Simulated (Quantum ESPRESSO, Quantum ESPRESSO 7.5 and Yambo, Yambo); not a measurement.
**Quasiparticle gap of Al2O3 (Corundum) in Yambo**

Wanted: ground state, empty states, screening and self-energy for Al2O3 (Corundum).

Calculated with Quantum ESPRESSO 7.5 and Yambo 5.3.0; PBE and many-body steps on it, plane waves.

**The experiments to reproduce.**

- Gap 8.7 eV: optical band gap of host from absorption; optical absorption, quoted from earlier work; bulk crystal (high-purity reference sample) (quoted in “Multi-petahertz electron interference in Cr:Al2O3 solid-state material”, 2018, pmc:5906618).

**1. The structure**

The structure is trigonal, space group R-3c (No. 167). Conventional cell: a = 4.760 Å, b = 4.760 Å, c = 12.996 Å, α = 90.00°, β = 90.00°, γ = 120.00°. Nearest to Al lie 6 O at 1.85 to 1.97 Å. Nearest to O lie 4 Al at 1.85 to 1.97 Å. Farther neighbours and most contacts between anions are not listed.

The cell and positions come from the Crystallography Open Database and are kept as given unless a step says otherwise.

**2. Ground state**

This step: Quantum ESPRESSO 7.5; DFT, PBE, plane waves, norm-conserving pseudopotentials.

The ground-state density comes first.

Contents of pw.in:

```
&control
  calculation = 'scf'
  prefix = 'x'
  outdir = 'o'
  pseudo_dir = 'pseudo'
/
&system
  ibrav = 0
  nat = 10
  ntyp = 2
  ecutwfc = 72.0
  nbnd = 33
  force_symmorphic = .true.
/
&electrons
  conv_thr = 1e-10
  electron_maxstep = 80
  mixing_beta = 0.5
/
ATOMIC_SPECIES
  Al 26.982 Al.upf
  O 15.999 O.upf
CELL_PARAMETERS angstrom
  2.3802500000 1.3742379782 4.3318666667
  -2.3802500000 1.3742379782 4.3318666667
  -0.0000000000 -2.7484759565 4.3318666667
ATOMIC_POSITIONS crystal
  Al 0.3521600000 0.3521600000 0.3521600000
  Al 0.1478400000 0.1478400000 0.1478400000
  Al 0.6478400000 0.6478400000 0.6478400000
  Al 0.8521600000 0.8521600000 0.8521600000
  O 0.5566800000 0.9433200000 0.2500000000
  O 0.2500000000 0.5566800000 0.9433200000
  O 0.9433200000 0.2500000000 0.5566800000
  O 0.4433200000 0.0566800000 0.7500000000
  O 0.7500000000 0.4433200000 0.0566800000
  O 0.0566800000 0.7500000000 0.4433200000
K_POINTS automatic
  6 6 6 0 0 0
```

Launch:

```bash
$ OMP_NUM_THREADS=1 mpirun -n 4 pw.x -nk 4 -in pw.in > pw.out
```

The log of the run:

```text
Program PWSCF v.7.5 starts

     This program is part of the open-source Quantum ESPRESSO suite
     for quantum simulation of materials; please cite
         "P. Giannozzi et al., J. Phys.:Condens. Matter 21 395502 (2009);
         "P. Giannozzi et al., J. Phys.:Condens. Matter 29 465901 (2017);
         "P. Giannozzi et al., J. Chem. Phys. 152 154105 (2020);
     in publications or presentations arising from this work. More details at
     Message from routine setup:
     using ibrav=0 with symmetry is DISCOURAGED, use correct ibrav instead

     G-vector sticks info

     bravais-lattice index     =            0
     lattice parameter (alat)  =       9.6947  a.u.
     unit-cell volume          =     573.7299 (a.u.)^3
     number of atoms/cell      =           10
     number of atomic types    =            2
     number of electrons       =        48.00
     number of Kohn-Sham states=           33
     kinetic-energy cutoff     =      72.0000  Ry
     charge density cutoff     =     288.0000  Ry
     scf convergence threshold =      1.0E-10
     mixing beta               =       0.5000
     number of iterations used =            8  plain     mixing
     Exchange-correlation= PBE
                           (   1   4   3   4   0   0   0)

     celldm(1)=   9.694717  celldm(2)=   0.000000  celldm(3)=   0.000000
     celldm(4)=   0.000000  celldm(5)=   0.000000  celldm(6)=   0.000000

     crystal axes: (cart. coord. in units of alat)
               a(1) = (   0.463966   0.267871   0.844382 )
               a(2) = (  -0.463966   0.267871   0.844382 )
               a(3) = (  -0.000000  -0.535742   0.844382 )

     reciprocal axes: (cart. coord. in units 2 pi/alat)
               b(1) = (  1.077665  0.622190  0.394766 )
               b(2) = ( -1.077665  0.622190  0.394766 )
               b(3) = (  0.000000 -1.244380  0.394766 )
     Pseudo is Norm-conserving + core correction, Zval =  3.0
     Generated using ONCVPSP code by D. R. Hamann
     Using radial grid of 1876 points,  6 beta functions with:
     Pseudo is Norm-conserving + core correction, Zval =  6.0
     Generated using ONCVPSP code by D. R. Hamann
     Using radial grid of  936 points,  5 beta functions with:
     Al                3.00    26.98200     Al( 1.00)
     O                 6.00    15.99900     O ( 1.00)

      6 Sym. Ops., with inversion, found

   Cartesian axes

     site n.     atom                  positions (alat units)
         1        Al     tau(   1) = (   0.0000000  -0.0000000   0.8920724  )
         2        Al     tau(   2) = (  -0.0000000  -0.0000000   0.3745002  )
         3        Al     tau(   3) = (   0.0000000  -0.0000000   1.6410728  )
         4        Al     tau(   4) = (   0.0000000  -0.0000000   2.1586450  )
         5        O      tau(   5) = (  -0.1793879   0.2678710   1.4776680  )
         6        O      tau(   6) = (  -0.1422891  -0.2892900   1.4776680  )
         7        O      tau(   7) = (   0.3216770   0.0214190   1.4776680  )
         8        O      tau(   8) = (   0.1793879  -0.2678710   1.0554772  )
         9        O      tau(   9) = (   0.1422891   0.2892900   1.0554772  )
        10        O      tau(  10) = (  -0.3216770  -0.0214190   1.0554772  )

     number of k points=    40
                       cart. coord. in units 2pi/alat
        k(    1) = (   0.0000000   0.0000000   0.0000000), wk =   0.0092593
        k(    2) = (   0.0000000  -0.2073967   0.0657944), wk =   0.0555556
        k(    3) = (   0.0000000  -0.4147934   0.1315887), wk =   0.0555556
        k(    4) = (   0.0000000   0.6221900  -0.1973831), wk =   0.0277778
        k(    5) = (  -0.1796108  -0.1036983   0.1315887), wk =   0.0555556
        k(    6) = (  -0.1796108  -0.3110950   0.1973831), wk =   0.0555556
        k(    7) = (  -0.1796108   0.7258884  -0.1315887), wk =   0.0555556
        k(    8) = (  -0.1796108   0.5184917  -0.0657944), wk =   0.0555556
        k(    9) = (  -0.1796108   0.3110950   0.0000000), wk =   0.0555556
        k(   10) = (  -0.3592216  -0.2073967   0.2631774), wk =   0.0555556
     [... 28 further rows ...]
        k(   39) = (  -0.1796108  -0.5184917  -0.1315887), wk =   0.0555556
        k(   40) = (   0.7184432  -0.2073967   0.2631774), wk =   0.0555556

     Dense  grid:    47361 G-vectors     FFT dimensions: (  54,  54,  54)

     Initial potential from superposition of free atoms

     starting charge      47.9902, renormalised to      48.0000
     Starting wfcs are   40 randomized atomic wfcs

     per-process dynamical memory:    73.0 Mb

     Self-consistent Calculation

     iteration #  1     ecut=    72.00 Ry     beta= 0.50

     total energy              =    -217.68225071 Ry
     estimated scf accuracy    <       1.96371754 Ry

     iteration #  2     ecut=    72.00 Ry     beta= 0.50

     total energy              =    -218.21542244 Ry
     estimated scf accuracy    <       0.16139819 Ry

     iteration #  3     ecut=    72.00 Ry     beta= 0.50

     total energy              =    -218.23388091 Ry
     estimated scf accuracy    <       0.01729740 Ry

     iteration #  4     ecut=    72.00 Ry     beta= 0.50

     total energy              =    -218.23630496 Ry
     estimated scf accuracy    <       0.00729512 Ry

     iteration #  5     ecut=    72.00 Ry     beta= 0.50

     total energy              =    -218.23731721 Ry
     estimated scf accuracy    <       0.00012065 Ry

     iteration #  6     ecut=    72.00 Ry     beta= 0.50

     total energy              =    -218.23739636 Ry
     estimated scf accuracy    <       0.00002323 Ry

     iteration #  7     ecut=    72.00 Ry     beta= 0.50

     total energy              =    -218.23739665 Ry
     estimated scf accuracy    <       0.00000383 Ry

     iteration #  8     ecut=    72.00 Ry     beta= 0.50

     total energy              =    -218.23739768 Ry
     estimated scf accuracy    <          3.8E-09 Ry

     iteration #  9     ecut=    72.00 Ry     beta= 0.50

     total energy              =    -218.23739768 Ry
     estimated scf accuracy    <       0.00000006 Ry

     iteration # 10     ecut=    72.00 Ry     beta= 0.50

     total energy              =    -218.23739769 Ry
     estimated scf accuracy    <          4.9E-10 Ry

     iteration # 11     ecut=    72.00 Ry     beta= 0.50

     End of self-consistent calculation

          k = 0.0000 0.0000 0.0000 (  5879 PWs)   bands (ev):

   -11.4506  -9.1143  -8.8348  -8.8348  -8.5172  -8.5172   0.8371   1.8374
     2.1856   2.1856   3.3122   3.4095   3.4095   4.4160   4.7721   6.2886
     6.2886   6.4230   6.4230   7.2303   7.2303   7.6741   7.6741   7.7187
    13.9850  16.9063  18.4961  19.2829  19.2829  19.4363  20.1345  20.1345
    20.1785

          k = 0.0000-0.2074 0.0658 (  5895 PWs)   bands (ev):

   -11.3071  -9.1869  -8.9183  -8.8631  -8.5857  -8.5271   0.9891   1.5866
     2.0061   2.7583   2.8097   3.3521   4.2872   4.9613   5.0479   5.8121
     6.1783   6.3226   6.4916   6.8545   7.0432   7.3775   7.6353   7.6686
    14.6073  17.4099  18.0648  18.9581  18.9996  19.2493  20.2812  20.3685
    20.6942

          k = 0.0000-0.4148 0.1316 (  5926 PWs)   bands (ev):

   -10.8989  -9.6487  -8.8916  -8.8641  -8.7303  -8.5917   1.1713   1.6131
     1.8673   2.6579   3.4338   3.9091   4.6856   5.3187   5.4268   5.5676
     5.8732   5.9862   6.2676   6.3473   6.8820   7.1752   7.4908   7.5353
    15.9099  17.5595  17.9120  18.2688  18.6673  19.2204  20.0222  20.1509
    20.6276

          k = 0.0000 0.6222-0.1974 (  5936 PWs)   bands (ev):

     [... further k-points ...]

     highest occupied, lowest unoccupied level (ev):     7.7187   13.9850

!    total energy              =    -218.23739769 Ry
     estimated scf accuracy    <          2.1E-11 Ry

     The total energy is the sum of the following terms:
     one-electron contribution =     -34.97263499 Ry
     hartree contribution      =      53.34687270 Ry
     xc contribution           =     -60.38168908 Ry
     ewald contribution        =    -176.22994631 Ry

     convergence has been achieved in  11 iterations

     XML data file, charge density, pseudopotentials, collected wavefunctions

=------------------------------------------------------------------------------=
   JOB DONE.
=------------------------------------------------------------------------------=
```

The job ended after 70 s (4 MPI ranks of Arm Neoverse V1, shared host; peak memory 0.49 GiB; 4.6 min of CPU time).

Numbers from this step:

- total energy: -2969.2711 eV
- gap: 6.266 eV
- k of the valence top: 0, 0, 0
- k of the conduction bottom: 0, 0, 0
- least direct gap: 6.266 eV

The gap is direct, at Γ.

**3. Bands along the symmetry lines**

The cheap functional maps the bands first; the places of the edges decide which points the dearer methods must see.

Contents of pw.in:

```
&control
  calculation = 'bands'
  prefix = 'x'
  outdir = 'o'
  pseudo_dir = 'pseudo'
/
&system
  ibrav = 0
  nat = 10
  ntyp = 2
  ecutwfc = 72.0
  nbnd = 30
  force_symmorphic = .true.
/
&electrons
  conv_thr = 1e-9
  electron_maxstep = 80
  diago_full_acc = .true.
  diago_thr_init = 5e-6
/
ATOMIC_SPECIES
  Al 26.982 Al.upf
  O 15.999 O.upf
CELL_PARAMETERS angstrom
  2.3802500000 1.3742379782 4.3318666667
  -2.3802500000 1.3742379782 4.3318666667
  -0.0000000000 -2.7484759565 4.3318666667
ATOMIC_POSITIONS crystal
  Al 0.3521600000 0.3521600000 0.3521600000
  Al 0.1478400000 0.1478400000 0.1478400000
  Al 0.6478400000 0.6478400000 0.6478400000
  Al 0.8521600000 0.8521600000 0.8521600000
  O 0.5566800000 0.9433200000 0.2500000000
  O 0.2500000000 0.5566800000 0.9433200000
  O 0.9433200000 0.2500000000 0.5566800000
  O 0.4433200000 0.0566800000 0.7500000000
  O 0.7500000000 0.4433200000 0.0566800000
  O 0.0566800000 0.7500000000 0.4433200000
K_POINTS crystal
  59
  0.00000000 0.00000000 0.00000000 1
  0.06250000 0.06250000 0.06250000 1
  0.12500000 0.12500000 0.12500000 1
  0.18750000 0.18750000 0.18750000 1
  0.25000000 0.25000000 0.25000000 1
  0.31250000 0.31250000 0.31250000 1
  0.37500000 0.37500000 0.37500000 1
  0.43750000 0.43750000 0.43750000 1
  0.50000000 0.50000000 0.50000000 1
  0.53327994 0.46672006 0.50000000 1
  0.56655988 0.43344012 0.50000000 1
  0.59983982 0.40016018 0.50000000 1
  0.63311976 0.36688024 0.50000000 1
  0.66639970 0.33360030 0.50000000 1
  0.69967964 0.30032036 0.50000000 1
  0.73295958 0.26704042 0.50000000 1
  0.76623952 0.23376048 0.50000000 1
  0.50000000 -0.23376048 0.23376048 1
  0.50000000 -0.20454042 0.20454042 1
  0.50000000 -0.17532036 0.17532036 1
  0.50000000 -0.14610030 0.14610030 1
  0.50000000 -0.11688024 0.11688024 1
  0.50000000 -0.08766018 0.08766018 1
  0.50000000 -0.05844012 0.05844012 1
  0.50000000 -0.02922006 0.02922006 1
  0.50000000 0.00000000 0.00000000 1
  0.43750000 0.00000000 0.00000000 1
  0.37500000 0.00000000 0.00000000 1
  0.31250000 0.00000000 0.00000000 1
  0.25000000 0.00000000 0.00000000 1
  0.18750000 0.00000000 0.00000000 1
  0.12500000 0.00000000 0.00000000 1
  0.06250000 0.00000000 0.00000000 1
  0.00000000 0.00000000 0.00000000 1
  0.04586003 -0.04586003 0.00000000 1
  0.09172006 -0.09172006 0.00000000 1
  0.13758009 -0.13758009 0.00000000 1
  0.18344012 -0.18344012 0.00000000 1
  0.22930015 -0.22930015 0.00000000 1
  0.27516018 -0.27516018 0.00000000 1
  0.32102021 -0.32102021 0.00000000 1
  0.36688024 -0.36688024 -0.00000000 1
  0.63311976 0.00000000 0.36688024 1
  0.61647979 0.00000000 0.38352021 1
  0.59983982 0.00000000 0.40016018 1
  0.58319985 0.00000000 0.41680015 1
  0.56655988 0.00000000 0.43344012 1
  0.54991991 0.00000000 0.45008009 1
  0.53327994 0.00000000 0.46672006 1
  0.51663997 0.00000000 0.48336003 1
  0.50000000 0.00000000 0.50000000 1
  0.43750000 0.00000000 0.43750000 1
  0.37500000 0.00000000 0.37500000 1
  0.31250000 0.00000000 0.31250000 1
  0.25000000 0.00000000 0.25000000 1
  0.18750000 0.00000000 0.18750000 1
  0.12500000 0.00000000 0.12500000 1
  0.06250000 0.00000000 0.06250000 1
  0.00000000 0.00000000 0.00000000 1
```

The log of the run:

```text
[banner, memory and clock lines left out]
Program PWSCF v.7.5 starts

     Atomic positions and unit cell read from directory:
     o/x.save/

     Message from routine setup:
     using ibrav=0 with symmetry is DISCOURAGED, use correct ibrav instead

     G-vector sticks info

     bravais-lattice index     =            0
     lattice parameter (alat)  =       9.6947  a.u.
     unit-cell volume          =     573.7299 (a.u.)^3
     number of atoms/cell      =           10
     number of atomic types    =            2
     number of electrons       =        48.00
     number of Kohn-Sham states=           30
     kinetic-energy cutoff     =      72.0000  Ry
     charge density cutoff     =     288.0000  Ry
     Exchange-correlation= PBE
                           (   1   4   3   4   0   0   0)

     celldm(1)=   9.694717  celldm(2)=   0.000000  celldm(3)=   0.000000
     celldm(4)=   0.000000  celldm(5)=   0.000000  celldm(6)=   0.000000

     crystal axes: (cart. coord. in units of alat)
               a(1) = (   0.463966   0.267871   0.844382 )
               a(2) = (  -0.463966   0.267871   0.844382 )
               a(3) = (  -0.000000  -0.535742   0.844382 )

     reciprocal axes: (cart. coord. in units 2 pi/alat)
               b(1) = (  1.077665  0.622190  0.394766 )
               b(2) = ( -1.077665  0.622190  0.394766 )
               b(3) = (  0.000000 -1.244380  0.394766 )
     Pseudo is Norm-conserving + core correction, Zval =  3.0
     Generated using ONCVPSP code by D. R. Hamann
     Using radial grid of 1876 points,  6 beta functions with:
     Pseudo is Norm-conserving + core correction, Zval =  6.0
     Generated using ONCVPSP code by D. R. Hamann
     Using radial grid of  936 points,  5 beta functions with:
     Al                3.00    26.98200     Al( 1.00)
     O                 6.00    15.99900     O ( 1.00)

      6 Sym. Ops., with inversion, found

   Cartesian axes

     site n.     atom                  positions (alat units)
         1        Al     tau(   1) = (   0.0000000  -0.0000000   0.8920724  )
         2        Al     tau(   2) = (  -0.0000000  -0.0000000   0.3745002  )
         3        Al     tau(   3) = (   0.0000000  -0.0000000   1.6410728  )
         4        Al     tau(   4) = (   0.0000000  -0.0000000   2.1586450  )
         5        O      tau(   5) = (  -0.1793879   0.2678710   1.4776680  )
         6        O      tau(   6) = (  -0.1422891  -0.2892900   1.4776680  )
         7        O      tau(   7) = (   0.3216770   0.0214190   1.4776680  )
         8        O      tau(   8) = (   0.1793879  -0.2678710   1.0554772  )
         9        O      tau(   9) = (   0.1422891   0.2892900   1.0554772  )
        10        O      tau(  10) = (  -0.3216770  -0.0214190   1.0554772  )

     number of k points=    59
                       cart. coord. in units 2pi/alat
        k(    1) = (   0.0000000   0.0000000   0.0000000), wk =   0.0338983
        k(    2) = (   0.0000000   0.0000000   0.0740187), wk =   0.0338983
        k(    3) = (   0.0000000   0.0000000   0.1480373), wk =   0.0338983
[...]
[... 47 further rows ...]
        k(   58) = (   0.0673540  -0.0388869   0.0493458), wk =   0.0338983
        k(   59) = (   0.0000000   0.0000000   0.0000000), wk =   0.0338983

     Dense  grid:    47361 G-vectors     FFT dimensions: (  54,  54,  54)

     The potential is recalculated from file :
     o/x.save/charge-density

     Starting wfcs are   40 randomized atomic wfcs

     Band Structure Calculation

     End of band structure calculation

          k = 0.0000 0.0000 0.0000 (  5879 PWs)   bands (ev):

   -11.4506  -9.1143  -8.8348  -8.8348  -8.5172  -8.5172   0.8371   1.8374
     2.1856   2.1856   3.3123   3.4095   3.4095   4.4160   4.7721   6.2886
     6.2886   6.4231   6.4231   7.2304   7.2304   7.6741   7.6741   7.7188
    13.9851  16.9063  18.4961  19.2830  19.2831  19.4365

          k = 0.0000 0.0000 0.0740 (  5881 PWs)   bands (ev):

[...]
14.0608  16.9134  18.4732  19.2979  19.2979  19.4352

          k = 0.0000 0.0000 0.1480 (  5896 PWs)   bands (ev):

[...]
14.2730  16.9317  18.4186  19.3516  19.3516  19.4313

          k =-0.0000-0.0000 0.2221 (  5902 PWs)   bands (ev):

[...]
k =-0.0000-0.0000 0.4441 (  5893 PWs)   bands (ev):

[...]
k =-0.0000 0.0000 0.5181 (  5893 PWs)   bands (ev):

[...]
k = 0.7907-0.1252 0.1974 (  5936 PWs)   bands (ev):

[...]
k = 0.7593-0.0707 0.1974 (  5922 PWs)   bands (ev):

[...]
k = 0.7278-0.0162 0.1974 (  5928 PWs)   bands (ev):

[...]
k = 0.0988-0.0000-0.0000 (  5897 PWs)   bands (ev):

[...]
k = 0.1977-0.0000-0.0000 (  5898 PWs)   bands (ev):

[...]
k = 0.3954-0.0000-0.0000 (  5910 PWs)   bands (ev):

[...]
k = 0.4942-0.0000-0.0000 (  5906 PWs)   bands (ev):

[...]
k = 0.6919 0.0000 0.0000 (  5922 PWs)   bands (ev):

[...]
k = 0.7907-0.0000-0.0000 (  5922 PWs)   bands (ev):

[...]
k = 0.1347-0.0778 0.0987 (  5901 PWs)   bands (ev):

[...]
k = 0.0674-0.0389 0.0493 (  5900 PWs)   bands (ev):

[...]
14.1068  16.9856  18.3836  19.2102  19.4066  19.4109

          k = 0.0000 0.0000 0.0000 (  5879 PWs)   bands (ev):

[...]
2.1856   2.1856   3.3123   3.4095   3.4095   4.4160   4.7721   6.2886
     6.2886   6.4231   6.4231   7.2304   7.2304   7.6741   7.6741   7.7188
    13.9851  16.9063  18.4961  19.2830  19.2832  19.4364

     XML data file, pseudopotentials, collected wavefunctions
```

It took 32 s on 4 MPI ranks; peak memory 0.32 GiB; 2.1 min of CPU time.

Numbers from this step:

```yaml
gap: 6.266 eV
k_of_the_valence_top: 0, 0, 0
k_of_the_conduction_bottom: 0, 0, 0
least_direct_gap: 6.266 eV
```

The gap is 6.266 eV, as in the run before at this level.

The electronic bands at the labelled points (eV, zero at the top of the highest filled band):

```
     point  band 21  band 22  band 23  band 24  band 25  band 26  band 27  band 28
         Γ    -0.49    -0.04    -0.04     0.00     6.27     9.19    10.78    11.56
   halfway    -0.50    -0.50    -0.11    -0.11     7.24     9.24    10.63    11.68
         T    -0.38    -0.38    -0.38    -0.38     8.71     8.71    11.13    11.13
   halfway    -0.85    -0.85    -0.53    -0.53     9.40     9.40    10.83    10.83
        H2    -0.84    -0.84    -0.50    -0.50     9.74     9.74    10.15    10.15
jump to H0    -0.84    -0.84    -0.50    -0.50     9.74     9.74    10.15    10.15
   halfway    -0.83    -0.83    -0.31    -0.31     9.40     9.40     9.88     9.88
         L    -0.90    -0.90    -0.27    -0.27     9.49     9.49     9.68     9.68
   halfway    -0.76    -0.44    -0.15    -0.11     7.51    10.09    10.18    10.81
         Γ    -0.49    -0.04    -0.04     0.00     6.27     9.19    10.78    11.56
   halfway    -0.84    -0.52    -0.17    -0.08     7.92     9.80    10.36    10.50
        S0    -0.88    -0.84    -0.56    -0.28     9.54     9.57     9.78    10.26
jump to S2    -0.88    -0.84    -0.56    -0.28     9.54     9.57     9.78    10.26
   halfway    -0.95    -0.83    -0.74    -0.26     9.64     9.82     9.84    10.27
         F    -1.02    -0.91    -0.74    -0.25     9.68     9.76     9.95    10.44
   halfway    -0.96    -0.59    -0.26    -0.17     7.77    10.16    10.20    10.78
         Γ    -0.49    -0.04    -0.04     0.00     6.27     9.19    10.78    11.56
```

(Part 1 of 3 ends here.)

[Paths, hosts, dates, memory and timing lines, banners, echoed tables and standing remarks are left out of the program output.]

[Logs are printed without paths, hosts, clocks, repeated set-up lines and the standing remarks that a program may print on its own settings, such as how far it seeks lower states.]

[Runs of the session that timed out or met a known fault of the program may be left out.]

[Hosts, paths, dates, database ids (printed as entryN), source tags and the programs' standing remarks are cut or masked in the printed files.]
